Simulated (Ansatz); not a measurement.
BaNaYWO6 (F-43m), computed twice by G0W0.

```xyz
10
Lattice="0.0000 4.2068 4.2068 4.2068 0.0000 4.2068 4.2068 4.2068 0.0000" Properties=species:S:1:pos:R:3 pbc="T T T"
Na    2.1034    2.1034    2.1034
Ba    6.3102    6.3102    6.3102
Y     4.2068    4.2068    4.2068
W     0.0000    0.0000    0.0000
O     1.9558    4.2068    4.2068
O     6.4578    4.2068    4.2068
O     4.2068    4.2068    6.4578
O     4.2068    4.2068    1.9558
O     4.2068    1.9558    4.2068
O     4.2068    6.4578    4.2068
```

The cell and positions are those that the Materials Project relaxed with its own functionals (PBE, PBE+U or r2SCAN), kept fixed. Spin-orbit coupling is left out unless a run names it.

The first (Ansatz 0.2.0; start PBE, 4×4×4 mesh, 379 empty bands, screening to 108 eV, PAW set soft_1 files; 1 × NVIDIA H100 80GB HBM3 (shared by 6 runs) with 2 threads of AMD EPYC 7R13 (Zen 3), shared host) gave, on its mesh: starting gap 2.43 eV, G0W0 gap 3.69 eV, RPA ε∞ (mean) 4.44, 26 s.

**Question.** The second changes mesh from 4×4×4 to 2×2×2. What does it give?

It gave: starting gap 2.38 eV, G0W0 gap 3.60 eV, RPA ε∞ (mean) 5.22, 13 s. The G0W0 gap moves by −0.09 eV, −0.04 eV from the start and −0.05 eV from the correction. Σc changes by +0.12 eV at the valence top and −0.21 eV at the conduction bottom, and Σx − Vxc between them by +0.29 eV.

Limits: not at the basis limit; no spin-orbit coupling; coarse k mesh.

[Paths, hosts, dates, memory and timing lines, banners, echoed tables and standing remarks are left out of the program output.]

[Logs are printed without paths, hosts, clocks, repeated set-up lines and the standing remarks that a program may print on its own settings, such as how far it seeks lower states.]

[Runs of the session that timed out or met a known fault of the program may be left out.]

[Cells called generated may have been cut or substituted from an entry of the Crystallography Open Database or the Materials Project.]

[Hosts, paths, dates, database ids (printed as entryN), source tags and the programs' standing remarks are cut or masked in the printed files.]
